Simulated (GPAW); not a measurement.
# A Li chain with a Pt atom on top of one atom: transmission at several levels

Wanted: the zero-bias transmission of a Li chain with a Pt atom on top of one atom on a ladder of levels, with run times.

Program: GPAW 26.7.0. Level of theory: GPAW LCAO, PAW setups; Landauer transmission from Green's functions with principal layers (ASE), zero bias. Results are calculated unless marked as measured.

### 1. Set-up

The cell holds 12 atoms: 11 Li and 1 Pt. Its edges and angles: a = 9.000 Å, b = 9.000 Å, c = 32.450 Å, α = 90.0°, β = 90.0°, γ = 90.0°. Regions: left lead, 5 atoms (5 Li); channel, 2 atoms (1 Li and 1 Pt); right lead, 5 atoms (5 Li). Vacuum lies along a and b. The structure is stacked along c, and the current runs across the ab planes.

### 2. Double-zeta polarised basis

Localised orbitals split the wire into layers that couple to their neighbours alone, which is what the Green's function method needs; double zeta with polarisation is the usual level for numbers.

Input file run.py:

```python
import json
import numpy as np
from ase import Atoms
from ase.transport.calculators import TransportCalculator
from gpaw import GPAW, FermiDirac
from gpaw.lcao.tools import get_lcao_hamiltonian
from scipy.linalg import eigh

# The junction with lead layers at both ends, along the third cell vector
device = Atoms(
    ['Li', 'Li', 'Li', 'Li', 'Li', 'Li', 'Pt', 'Li', 'Li', 'Li', 'Li', 'Li'],
    positions=[
        [4.50000, 4.50000, 1.47500],
        [4.50000, 4.50000, 4.42500],
        [4.50000, 4.50000, 7.37500],
        [4.50000, 4.50000, 10.32500],
        [4.50000, 4.50000, 13.27500],
        [4.50000, 4.50000, 16.22500],
        [6.95800, 4.50000, 16.22500],
        [4.50000, 4.50000, 19.17500],
        [4.50000, 4.50000, 22.12500],
        [4.50000, 4.50000, 25.07500],
        [4.50000, 4.50000, 28.02500],
        [4.50000, 4.50000, 30.97500]],
    cell=[[9.0, 0.0, 0.0], [0.0, 9.0, 0.0], [0.0, 0.0, 32.45]],
    pbc=True)

# One principal layer of the lead: the first 3 atoms of the device
lead = Atoms(
    ['Li', 'Li', 'Li'],
    positions=[
        [4.50000, 4.50000, 1.47500],
        [4.50000, 4.50000, 4.42500],
        [4.50000, 4.50000, 7.37500]],
    cell=[[9.0, 0.0, 0.0], [0.0, 9.0, 0.0], [0.0, 0.0, 8.85]],
    pbc=True)

settings = dict(mode='lcao', basis='dzp', xc='PBE', h=0.2,
                occupations=FermiDirac(0.1), maxiter=250,
                mixer=dict(beta=0.1, nmaxold=8, weight=100.0),
                convergence=dict(density=0.0001))
energies = np.arange(-3, 3 + 1e-9, 0.075)
eta = 0.0001
n1, n2 = 1, 1
# k and -k transmit alike, so half of the mesh across the current serves
mesh = [(i, j) for i in range(n1) for j in range(n2) if (i, j) <= (-i % n1, -j % n2)]
weights = np.array([1 if (i, j) == (-i % n1, -j % n2) else 2 for i, j in mesh]) / (n1 * n2)

# [... helper functions left out ...]
fermi_lead = ground_state(lead, (1, 1, 13), 'lead.txt')
fermi_device = ground_state(device, (1, 1, 3), 'device.txt')
# [... loop over the mesh left out, but for ...]
        # Shift the lead onto the potential of the device's first layer
        shift = ((H[:, 0, 0] - H0[:, 0, 0]) / S0[0, 0]).real.mean()
# [...]
kT = 8.617333e-5 * 300
bias = [0.1, 0.2, 0.5, 1.0, 1.5, 2.0]
# [... integrals and printing left out ...]
```

Started as:

```
$ OMP_NUM_THREADS=1 OPENBLAS_NUM_THREADS=1 python run.py
```

The log of the run:

```text
basis functions: device 82, principal layer 15
Fermi level: lead -2.7382 eV, device -2.6946 eV; lead shifted by -0.0006 eV
largest coupling past the next layer 1.28e-08 eV, largest misfit of the first layer 0.023 eV
  E-E_F (eV)   T (one spin)  [channel counts left out]
    -3.000    1.1385e-15
    -2.925    1.1231e-15
    -2.850    1.1070e-15
    -2.775    1.0902e-15
    -2.700    1.0726e-15
    -2.625    1.0544e-15
    -2.550    1.0354e-15
    -2.475    1.0156e-15
    -2.400    9.9512e-16
    -2.325    9.7390e-16
    -2.250    9.5198e-16
    -2.175    9.2942e-16
    -2.100    9.0635e-16
    -2.025    8.8298e-16
    -1.950    8.5978e-16
    -1.875    8.3793e-16
[...]
2.475    6.2234e-10
     2.550    1.9100e-10
     2.625    4.2467e-11
     2.700    1.6998e-11
     2.775    6.2021e-12
     2.850    1.8315e-12
     2.925    2.0397e-13
     3.000    1.6625e-13
conductance at 300 K: 0.10054 G0 a cell; thermopower 15.14 uV/K
current from the zero-bias T(E) at 0.1 V: 0.77395 uA
current from the zero-bias T(E) at 0.2 V: 1.519 uA
current from the zero-bias T(E) at 0.5 V: 3.3755 uA
current from the zero-bias T(E) at 1.0 V: 6.4822 uA
current from the zero-bias T(E) at 1.5 V: 20.217 uA
current from the zero-bias T(E) at 2.0 V: 37.113 uA
```

Wall time 35 s (1 thread of Arm Neoverse V1, shared host); peak memory 0.99 GiB.

This step gave:

```
conductance                                    : 0.1005 G₀
thermopower                                    : 15.14 μV/K
largest coupling past the next principal layer : 1.28e-8 eV
largest misfit of the first principal layer    : 0.02261 eV
shift that aligns the lead                     : -5.70e-4 eV
basis functions of the junction                : 82
basis functions of a principal layer           : 15
transmission at the Fermi level (one spin)     : 0.1032
```

One spin. Table of transmission, zone mean by energy, zero at the Fermi level:

```csv
energy (eV),"transmission, zone mean"
-3.00,0
-2.77,0
-2.55,0
-2.40,0
-2.17,0
-1.95,0
-1.73,0
-1.57,0
-1.35,0
-1.12,0
-0.90,0
-0.75,0.0472
-0.60,0.921
-0.53,0.280
-0.30,0.107
-0.07,0.114
0.00,0.103
0.07,0.0832
0.30,0.00608
0.53,0.130
0.75,0.710
0.90,0.918
1.12,0.987
1.35,0.995
1.57,0.989
1.73,0.971
1.95,0.875
2.17,0.520
2.40,3.9e-9
2.55,1.9e-10
2.77,6.2e-12
3.00,0
```

Not self-consistent under bias; the bias window is split evenly. Table of current through one cell, from the zero-bias transmission by bias:

```
bias (V)  current through one cell, from the zero-bias transmission (μA)
   0.100                                                           0.774
   0.200                                                            1.52
   0.500                                                            3.38
   1.000                                                            6.48
   1.500                                                            20.2
   2.000                                                            37.1
```

Transmission of the three most open eigenchannels against energy, zero at the Fermi level:

| energy (eV) | channel 1 | channel 2 = channel 3 |
| --- | --- | --- |
| -3.00 | 0 | 0 |
| -2.77 | 0 | 0 |
| -2.55 | 0 | 0 |
| -2.40 | 0 | 0 |
| -2.17 | 0 | 0 |
| -1.95 | 0 | 0 |
| -1.73 | 0 | 0 |
| -1.57 | 0 | 0 |
| -1.35 | 0 | 0 |
| -1.12 | 0 | 0 |
| -0.90 | 0 | 0 |
| -0.75 | 0.0472 | 0 |
| -0.53 | 0.280 | 0 |
| -0.30 | 0.107 | 0 |
| -0.07 | 0.114 | 0 |
| 0.00 | 0.103 | 0 |
| 0.07 | 0.0832 | 0 |
| 0.30 | 0.00608 | 0 |
| 0.53 | 0.130 | 0 |
| 0.75 | 0.710 | 0 |
| 0.90 | 0.918 | 0 |
| 1.12 | 0.987 | 0 |
| 1.35 | 0.995 | 0 |
| 1.57 | 0.989 | 0 |
| 1.73 | 0.971 | 0 |
| 1.95 | 0.875 | 0 |
| 2.17 | 0.520 | 0 |
| 2.40 | 3.9e-9 | 0 |
| 2.55 | 1.9e-10 | 0 |
| 2.77 | 6.2e-12 | 0 |
| 3.00 | 0 | 0 |

Couplings past the next layer reach 1.3e-8 eV, small enough to drop; the matrix elements of the cell's first layer differ from the bulk lead's by up to 0.023 eV. That layer keeps its own values in the calculation, and only beyond it is the lead taken as perfect. The Fermi levels of lead and junction count from different zeros of potential, one for each periodic cell; with both set to zero, the small remaining shift is what aligns them. Without spin-orbit coupling, which is large for these atoms, channel counts and T are those of the scalar-relativistic bands. By hand: G = 0.1005 × 77.48 μS = 7.79 μS, a resistance of 128 kΩ; at 0.1 V a linear junction would pass 0.779 μA, and the integral over the bias window gives 0.774 μA. Mott's formula, S = -(π²/3)(k_B²T/e) d ln T/dE, has the prefactor 7.33 μV/K·eV at 300 K; T = 0.1142 at -0.075 eV and 0.08322 at 0.075 eV give a slope of -2.11 per eV and S = 15.5 μV/K, beside 15.1 μV/K from the thermal integral, which interpolates the same grid.

### 3. Single-zeta polarised basis

The second zeta is dropped, the polarisation orbitals stay.

Edit run.py of step 2 so:

```diff
@@ -37,3 +37,3 @@
 
-settings = dict(mode='lcao', basis='dzp', xc='PBE', h=0.2,
+settings = dict(mode='lcao', basis='szp(dzp)', xc='PBE', h=0.2,
                 occupations=FermiDirac(0.1), maxiter=250,
```

The log of the run:

```text
basis functions: device 59, principal layer 12
Fermi level: lead -2.8434 eV, device -2.7399 eV; lead shifted by -0.0014 eV
largest coupling past the next layer 1.26e-08 eV, largest misfit of the first layer 0.022 eV
  E-E_F (eV)   T (one spin)  [channel counts left out]
    -3.000    2.4497e-20
    -2.925    2.3134e-20
    -2.850    2.1772e-20
    -2.775    2.0415e-20
    -2.700    1.9070e-20
    -2.625    1.7742e-20
    -2.550    1.6439e-20
    -2.475    1.5170e-20
    -2.400    1.3944e-20
    -2.325    1.2775e-20
    -2.250    1.1683e-20
    -2.175    1.0699e-20
    -2.100    9.8825e-21
    -2.025    9.3786e-21
    -1.950    9.6618e-21
    -1.875    1.3786e-20
[...]
2.475    2.9400e-10
     2.550    9.6624e-11
     2.625    4.2629e-11
     2.700    8.1574e-11
     2.775    2.7911e-12
     2.850    1.4826e-12
     2.925    3.6356e-13
     3.000    7.5034e-15
conductance at 300 K: 0.11014 G0 a cell; thermopower 9.726 uV/K
current from the zero-bias T(E) at 0.1 V: 0.84722 uA
current from the zero-bias T(E) at 0.2 V: 1.6593 uA
current from the zero-bias T(E) at 0.5 V: 3.6257 uA
current from the zero-bias T(E) at 1.0 V: 6.6822 uA
current from the zero-bias T(E) at 1.5 V: 21.214 uA
current from the zero-bias T(E) at 2.0 V: 37.71 uA
```

Run time: 34 s. Hardware: 1 thread; peak memory 0.98 GiB.

Numbers from this step:

```yaml
conductance: 0.1101 G₀
thermopower: 9.726 μV/K
largest_coupling_past_the_next_principal_layer: 1.26e-8 eV
largest_misfit_of_the_first_principal_layer: 0.02234 eV
shift_that_aligns_the_lead: -0.001369 eV
basis_functions_of_the_junction: 59
basis_functions_of_a_principal_layer: 12
transmission_at_the_fermi_level_one_spin: 0.1133
```

One spin. The transmission, zone mean by energy, zero at the Fermi level:

energy (eV), transmission, zone mean and a bar:
```
    -3.00      0.000 
    -2.85      0.000 
    -2.70      0.000 
    -2.55      0.000 
    -2.33      0.000 
    -2.17      0.000 
    -2.02      0.000 
    -1.88      0.000 
    -1.73      0.000 
    -1.57      0.000 
    -1.35      0.000 
    -1.20      0.000 
    -1.05      0.000 
    -0.90      0.000 
    -0.75      0.026 #
    -0.60      0.940 #############################
    -0.38      0.098 ###
    -0.23      0.105 ###
    -0.07      0.118 ####
     0.00      0.113 ####
     0.07      0.097 ###
     0.23      0.041 #
     0.38      0.000 
     0.60      0.310 ##########
     0.75      0.707 ######################
     0.90      0.891 ############################
     1.05      0.947 #############################
     1.20      0.962 ##############################
     1.27      0.964 ##############################
     1.35      0.962 ##############################
     1.57      0.938 #############################
     1.73      0.897 ############################
     1.88      0.814 #########################
     2.02      0.656 ####################
     2.17      0.357 ###########
     2.33      0.000 
     2.55      0.000 
     2.70      0.000 
     2.85      0.000 
     3.00      0.000
```

Not self-consistent under bias; the bias window is split evenly. Current through one cell, from the zero-bias transmission against bias:

```csv
bias (V),"current through one cell, from the zero-bias transmission (μA)"
0.100,0.847
0.200,1.66
0.500,3.63
1.000,6.68
1.500,21.2
2.000,37.7
```

Transmission of the three most open eigenchannels against energy, zero at the Fermi level:

| energy (eV) | channel 1 | channel 2 = channel 3 |
| --- | --- | --- |
| -3.00 | 0 | 0 |
| -2.77 | 0 | 0 |
| -2.55 | 0 | 0 |
| -2.40 | 0 | 0 |
| -2.17 | 0 | 0 |
| -1.95 | 0 | 0 |
| -1.73 | 0 | 0 |
| -1.57 | 0 | 0 |
| -1.35 | 0 | 0 |
| -1.12 | 0 | 0 |
| -0.90 | 1.3e-12 | 0 |
| -0.75 | 0.0257 | 0 |
| -0.53 | 0.333 | 0 |
| -0.30 | 0.0972 | 0 |
| -0.07 | 0.118 | 0 |
| 0.00 | 0.113 | 0 |
| 0.07 | 0.0970 | 0 |
| 0.30 | 0.0124 | 0 |
| 0.53 | 0.127 | 0 |
| 0.75 | 0.707 | 0 |
| 0.90 | 0.891 | 0 |
| 1.12 | 0.957 | 0 |
| 1.35 | 0.962 | 0 |
| 1.57 | 0.938 | 0 |
| 1.73 | 0.897 | 0 |
| 1.95 | 0.748 | 0 |
| 2.17 | 0.357 | 0 |
| 2.40 | 1.4e-9 | 0 |
| 2.55 | 9.7e-11 | 0 |
| 2.77 | 2.8e-12 | 0 |
| 3.00 | 0 | 0 |

The conductance, 0.110 G₀, lies 10 % above that of the dzp run.

### 4. Minimal basis

One function for each valence shell of the setup, as for a first survey of a large system.

Edit run.py of step 3 so:

```diff
@@ -37,3 +37,3 @@
 
-settings = dict(mode='lcao', basis='szp(dzp)', xc='PBE', h=0.2,
+settings = dict(mode='lcao', basis='sz(dzp)', xc='PBE', h=0.2,
                 occupations=FermiDirac(0.1), maxiter=250,
```

The log of the run:

```text
basis functions: device 23, principal layer 3
Fermi level: lead -2.6879 eV, device -2.5757 eV; lead shifted by -0.0006 eV
largest coupling past the next layer 1.25e-08 eV, largest misfit of the first layer 0.005 eV
  E-E_F (eV)   T (one spin)  [channel counts left out]
    -3.000    4.1557e-20
    -2.925    3.7663e-20
    -2.850    3.4053e-20
[...]
2.925    1.1916e-01
     3.000    5.1909e-01
conductance at 300 K: 0.081068 G0 a cell; thermopower 27.38 uV/K
current from the zero-bias T(E) at 0.1 V: 0.62252 uA
current from the zero-bias T(E) at 0.2 V: 1.2125 uA
current from the zero-bias T(E) at 0.5 V: 2.1303 uA
current from the zero-bias T(E) at 1.0 V: 6.4584 uA
current from the zero-bias T(E) at 1.5 V: 33.674 uA
current from the zero-bias T(E) at 2.0 V: 64.868 uA
```

The job ended after 25 s (1 thread; peak memory 0.92 GiB).

Numbers from this step:

```yaml
conductance: 0.08107 G₀
largest_coupling_past_the_next_principal_layer: 1.25e-8 eV
largest_misfit_of_the_first_principal_layer: 0.005194 eV
shift_that_aligns_the_lead: -6.40e-4 eV
basis_functions_of_the_junction: 23
basis_functions_of_a_principal_layer: 3
transmission_at_the_fermi_level_one_spin: 0.08471
```

The conductance, 0.0811 G₀, lies 19 % below that of the dzp run.

### 5. LDA in the dzp basis: xc = "LDA"

Back in the dzp basis, the functional changes from PBE to LDA, to set the spread between functionals beside that between bases.

Edit run.py of step 4 so:

```diff
@@ -37,3 +37,3 @@
 
-settings = dict(mode='lcao', basis='sz(dzp)', xc='PBE', h=0.2,
+settings = dict(mode='lcao', basis='dzp', xc='LDA', h=0.2,
                 occupations=FermiDirac(0.1), maxiter=250,
```

The log of the run:

```text
basis functions: device 82, principal layer 15
Fermi level: lead -2.7569 eV, device -2.7359 eV; lead shifted by -0.0004 eV
largest coupling past the next layer 5.76e-09 eV, largest misfit of the first layer 0.021 eV
  E-E_F (eV)   T (one spin)  [channel counts left out]
    -3.000    1.1091e-15
    -2.925    1.0938e-15
    -2.850    1.0778e-15
[...]
2.925    1.3241e-14
     3.000    2.3155e-13
conductance at 300 K: 0.081119 G0 a cell; thermopower 20.11 uV/K
current from the zero-bias T(E) at 0.1 V: 0.6239 uA
current from the zero-bias T(E) at 0.2 V: 1.2218 uA
current from the zero-bias T(E) at 0.5 V: 2.7044 uA
current from the zero-bias T(E) at 1.0 V: 5.7525 uA
current from the zero-bias T(E) at 1.5 V: 20.102 uA
current from the zero-bias T(E) at 2.0 V: 37.578 uA
```

The job ended after 31 s (1 thread; peak memory 0.99 GiB).

This step gave:

```yaml
conductance: 0.08112 G₀
thermopower: 20.11 μV/K
largest_coupling_past_the_next_principal_layer: 5.76e-9 eV
largest_misfit_of_the_first_principal_layer: 0.02094 eV
shift_that_aligns_the_lead: -3.86e-4 eV
basis_functions_of_the_junction: 82
basis_functions_of_a_principal_layer: 15
transmission_at_the_fermi_level_one_spin: 0.08372
```

The conductance, 0.0811 G₀, lies 19 % below that of the dzp run.

### 6. All levels side by side

Times are for 1 thread of Arm Neoverse V1, shared host. Results by setting:

```
no.      run  conductance (G₀)  time  memory (GiB)
  1      dzp            0.1005  35 s          0.99
  2      szp            0.1101  34 s          0.98
  3       sz           0.08107  25 s          0.92
  4  dzp LDA           0.08112  31 s          0.99
```

### 7. Comparison

The curves are compared point by point over the common energies.

This step: comparison of transmission and cost over codes and levels (GPAW 26.7.0).

Ladder, by row:

| step | code | T at the Fermi level (sum over the listed spins) | conductance (G0) | r.m.s. T(E) from the first | wall time (s) | peak memory (GiB) | threads |
| --- | --- | --- | --- | --- | --- | --- | --- |
| dzp | GPAW | 0.1032 | 0.1005 | 0 | 35.46 | 0.99 | 1 |
| szp | GPAW | 0.1133 | 0.1101 | 0.04496 | 33.59 | 0.98 | 1 |
| sz | GPAW | 0.08471 | 0.08107 | 0.3995 | 25.28 | 0.92 | 1 |
| dzp-LDA | GPAW | 0.08372 | 0.08112 | 0.05035 | 31.17 | 0.99 | 1 |

Transmission, zone mean, sum over the listed spins against energy, zero at the Fermi level:

| energy (eV) | dzp | szp | sz | dzp-LDA |
| --- | --- | --- | --- | --- |
| -3.0000 | 0 | 0 | 0 | 0 |
| -2.7750 | 0 | 0 | 0 | 0 |
| -2.4750 | 0 | 0 | 0 | 0 |
| -2.2500 | 0 | 0 | 0 | 0 |
| -2.0250 | 0 | 0 | 0 | 0 |
| -1.7250 | 0 | 0 | 0 | 0 |
| -1.5000 | 0 | 0 | 0 | 0 |
| -1.2750 | 0 | 0 | 0 | 0 |
| -0.9750 | 0 | 0 | 0.678 | 0 |
| -0.8250 | 2.3e-9 | 1.5e-10 | 0.994 | 1.1e-10 |
| -0.7500 | 0.0472 | 0.0257 | 0.993 | 0.00565 |
| -0.6000 | 0.921 | 0.940 | 0.985 | 0.939 |
| -0.5250 | 0.280 | 0.333 | 0.942 | 0.228 |
| -0.2250 | 0.113 | 0.105 | 0.00674 | 0.102 |
| 0.0000 | 0.103 | 0.113 | 0.0847 | 0.0837 |
| 0.2250 | 0.0284 | 0.0406 | 0.00140 | 0.0132 |
| 0.5250 | 0.130 | 0.127 | 0.314 | 0.201 |
| 0.7500 | 0.710 | 0.707 | 0.692 | 0.777 |
| 0.9750 | 0.957 | 0.928 | 0.866 | 0.971 |
| 1.2750 | 0.994 | 0.964 | 0.939 | 0.996 |
| 1.3500 | 0.995 | 0.962 | 0.946 | 0.996 |
| 1.5000 | 0.993 | 0.950 | 0.955 | 0.994 |
| 1.7250 | 0.971 | 0.897 | 0.961 | 0.968 |
| 2.0250 | 0.802 | 0.656 | 0.962 | 0.730 |
| 2.2500 | 0.275 | 0.128 | 0.960 | 7.5e-8 |
| 2.4750 | 6.2e-10 | 2.9e-10 | 0.960 | 1.3e-10 |
| 2.7750 | 6.2e-12 | 2.8e-12 | 0.996 | 2.0e-12 |
| 3.0000 | 1.7e-13 | 0 | 0.519 | 2.3e-13 |

(Part 1 of 2 ends here.)

[Logs are printed without paths, hosts, clocks, repeated set-up lines and the standing remarks that a program may print on its own settings, such as how far it seeks lower states.]

[Hosts, paths, dates, database ids (printed as entryN), source tags and the programs' standing remarks are cut or masked in the printed files.]
